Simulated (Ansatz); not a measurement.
# (AlN)1(SiC)3 [0001] superlattice, started as wurtzite: relaxing the cell for a phonon run, part 2 of 2

Task: relax (AlN)1(SiC)3 [0001] superlattice, started as wurtzite tightly.

Ansatz 0.2.0; DFT PBEsol, scalar-relativistic, plane waves, PAW.

So far. Step 2 (Probe on a coarse mesh): The coarse mesh shows no gap and a pressure of 2.5 GPa. The relaxed cell has a = 3.106, c = 10.072 Å (conventional setting).

The structure was built from a prototype and need not be the compound's stable phase.

**5. Tight relaxation**

Phonons need a cell at rest on their own settings, so the relaxation is repeated with tight tolerances on forces and stress, using the mesh and the filling of the phonon run that follows.

Contents of input.yaml:

```yaml
crystal:
  lattice:
    - [3.1064246798, 0.0, 0.0]
    - [-1.5532123399, 2.6902426877, 0.0]
    - [0.0, 0.0, 10.072140152]
  atoms:
    - { symbol: Al, position: [0.3333333333, 0.6666666667, -0.0128133999] }
    - { symbol: C, position: [0.6666666667, 0.3333333333, 0.4349122444] }
    - { symbol: C, position: [0.3333333333, 0.6666666667, 0.6862673509] }
    - { symbol: C, position: [0.6666666667, 0.3333333333, 0.9351644021] }
    - { symbol: "N", position: [0.3333333333, 0.6666666667, 0.1967510626] }
    - { symbol: Si, position: [0.6666666667, 0.3333333333, 0.2524004528] }
    - { symbol: Si, position: [0.3333333333, 0.6666666667, 0.5027635896] }
    - { symbol: Si, position: [0.6666666667, 0.3333333333, 0.7545542973] }
kpoints:
  mp_grid: { grid: [15, 15, 4] }
hamiltonian:
  xc: pbesol
scf:
  occupations: { method: methfessel_paxton, width: 0.2 }
output:
  forces: true
  stress: true
  eigenvalues: true
  write_density: true
  write_potential: true
  elf: true
  volumetric_format: npy
relax:
  adjacent_minimum: "off"
  f_tol: 0.001
  max_steps: 60
  cell: { stress_tol: 0.01 }
```

Command:

```console
$ ansatz run input.yaml --threads 8 --pin off --max-ram 14336MiB --backend cpu --events-out ev --progress --plain --runs-dir out
```

Numbers of over 12 decimals in the logs are rounded to 6 here.

Output:

```text
[...]
Crystal: 8 atoms, lattice volume = 84.173 Å³
Basis set: ecut = 420 eV, 1653 PW (Γ), exchange–correlation on 48×48×144 points (8 copies of the dense FFT grid, shifted against one another)
Bands: 24, of which v1, the nominal top of the filled ones, is band 16 counted from 1 (15 counted from 0)
Symmetry: 6 space group operations
[...]
k-points: 100 of 900 (time reversal used)
[...]
atoms:
    - { symbol: Al, position: [0.333333, 0.666667, -0.012836] }
    - { symbol: C, position: [0.666667, 0.333333, 0.434910] }
    - { symbol: C, position: [0.333333, 0.666667, 0.686268] }
    - { symbol: C, position: [0.666667, 0.333333, 0.935166] }
    - { symbol: N, position: [0.333333, 0.666667, 0.196751] }
    - { symbol: Si, position: [0.666667, 0.333333, 0.252411] }
    - { symbol: Si, position: [0.333333, 0.666667, 0.502769] }
    - { symbol: Si, position: [0.666667, 0.333333, 0.754560] }
[key lines of the parts left out:]
SCF converged after 7 iterations
Free energy (F): -3509.616435 eV
Fermi energy:    10.382368 eV
P = ⅓ Tr σ = 0.0002 GPa (0.002 kbar)
```

Elapsed: 3.7 s, on 8 threads of AMD EPYC 9R45, shared host; peak memory 0.64 GiB.

Little changed from the start: no atom moved by 0.005 Å and no cell edge by 0.1 %.

Numbers from this step:

* pressure: 2.45e-4 GPa

ELF in the ac plane at fractional y = 0.667, with atoms of Al and C and N and Si within 0.2 Å of it. It is the smooth field of the valence electrons, not physical close to the nuclei.

Ten even steps from '_' (0.01) to '@' (0.91), each cell a mean:
```
%%%%==__________..++%%%%%%%%%%%%
%%##++::______..--**##%%%%####%%
**++--::..__....--==++**********
--::....________..::--==++++++==
----------::--------------------
**########****########**==----++
%%@@@@%%++--==**%%@@@@%%++====**
##%%%%**::__..==##%%%%##==----++
++**%%%%%%####%%%%##**==::....::
--++##@@@@@@@@@@%%##==::..____..
--====++++****++++====--::....::
****==::::----..::++******++++**
%%%%##==::..::::++##%%%%######%%
####**++--::::==++########**####
++==--::......::::--==++++****++
--....____________..::--==++++==
::::::----====----::::----------
++**##%%%%%%%%%%%%##**++--::--==
##%%%%%%++--==**%%%%%%**==----++
**##%%%%++--==**%%%%##++--::::==
--++##%%@@@@@@@@%%##++::..__....
..::==**%%%%%%##++--::..______..
--::....::::::::....::----------
##++::____________--**##########
```
Columns run along a (3.1 Å), rows up along c (10.1 Å). Atoms in or near the plane, at fractional coordinates: Al at (0.33, 0.99), C at (0.33, 0.69), N at (0.33, 0.20), Si at (0.33, 0.50).

Electrostatic potential energy in the ac plane at fractional y = 0.667, with atoms of Al and C and N and Si within 0.2 Å of it. With pseudopotentials it is smooth inside the atoms' cores, unlike the true potential.

Ten even steps from '_' (-51 eV) to '@' (12 eV), each cell a mean:
```
@@######%%@@@@%%####%%@@@@@@@@@@
@@%%%%############%%@@@@@@@@@@@@
@@@@@@@@%%%%%%%%@@@@@@@@@@@@@@@@
@@@@@@@@@@@@@@@@@@@@@@@@@@@@@@@@
@@@@@@@@@@@@@@@@@@@@@@@@%%%%%%%%
%%@@@@@@%%%%%%%%@@@@@@%%%%####%%
@@@@%%++::....--**%%@@%%%%%%%%%%
@@@@##--________==%%@@@@@@@@@@@@
@@@@%%##++====++%%@@@@@@@@@@@@@@
@@@@@@%%######%%%%@@@@@@@@@@@@@@
@@%%**==--::::--++##%%@@@@@@@@@@
%%##==..________::++##%%@@@@@@@@
%%##++::..____..--**%%@@@@@@@@@@
@@@@%%##**++++**##%%@@@@@@@@@@@@
@@@@@@@@@@@@@@@@@@@@@@@@@@@@@@@@
@@@@@@@@@@@@@@@@@@@@@@@@@@@@@@@@
%%@@@@@@@@@@@@@@@@@@@@%%%%%%%%%%
%%%%%%%%##****##%%%%%%%%########
%%%%##--..____..++##%%%%%%####%%
@@@@##--______..++%%@@@@@@%%%%@@
@@@@@@%%**++**##%%@@@@@@@@@@@@@@
@@@@@@@@%%%%%%%%@@@@@@@@@@@@@@@@
@@%%%%############%%@@@@@@@@@@@@
@@######%%%%%%%%####%%@@@@@@@@@@
```
Columns run along a (3.1 Å; values clipped at the 3rd and 97th percentile), rows up along c (10.1 Å). Atoms in or near the plane, at fractional coordinates: Al at (0.33, 0.99), C at (0.33, 0.69), N at (0.33, 0.20), Si at (0.33, 0.50).

Valence density in the ac plane at fractional y = 0.667, with atoms of Al and C and N and Si within 0.2 Å of it. It is the smooth field of the valence electrons, not physical close to the nuclei.

Ten even steps from '_' (0.1 e/Å³) to '@' (3.5 e/Å³), each cell a mean:
```
..____________________..........
..____________________..........
________________________________
________________________________
________________________________
__..................____________
....::--========--::....________
....::--========--::..__________
__....::--====--::..____________
____....::::::....______________
__________....__________________
________________________________
......____________..............
..__________________............
________________________________
________________________________
________________________________
__....::--------::....__________
....--++%%@@@@##==::..__________
__..--++%%@@@@##==::..__________
____..::--====--::..____________
________......__________________
________________________________
________________________________
```
Columns run along a (3.1 Å), rows up along c (10.1 Å). Atoms in or near the plane, at fractional coordinates: Al at (0.33, 0.99), C at (0.33, 0.69), N at (0.33, 0.20), Si at (0.33, 0.50).

The largest force component left is 0.69 meV/Å and the pressure is 0.000 GPa, within the tolerances set. The cell now holds 10.52 Å³/atom.

**6. Results**

* space group after relaxation (within 0.01 Å): P3m1
* lattice constant a: 3.106 Å
* lattice constant b: 3.106 Å
* lattice constant c: 10.072 Å
* volume per atom: 10.5 Å³

The largest force component left is 0.69 meV/Å and the pressure is 0.000 GPa, within the tolerances set. The cell now holds 10.52 Å³/atom. The relaxation keeps the symmetry of its start, so it says nothing on stability against lower symmetry. The starting cell was built on a prototype and not taken from a measurement, so the phase need not exist.

[Logs are printed without paths, hosts, clocks, repeated set-up lines and the standing remarks that a program may print on its own settings, such as how far it seeks lower states.]

[Hosts, paths, dates, database ids (printed as entryN), source tags and the programs' standing remarks are cut or masked in the printed files.]
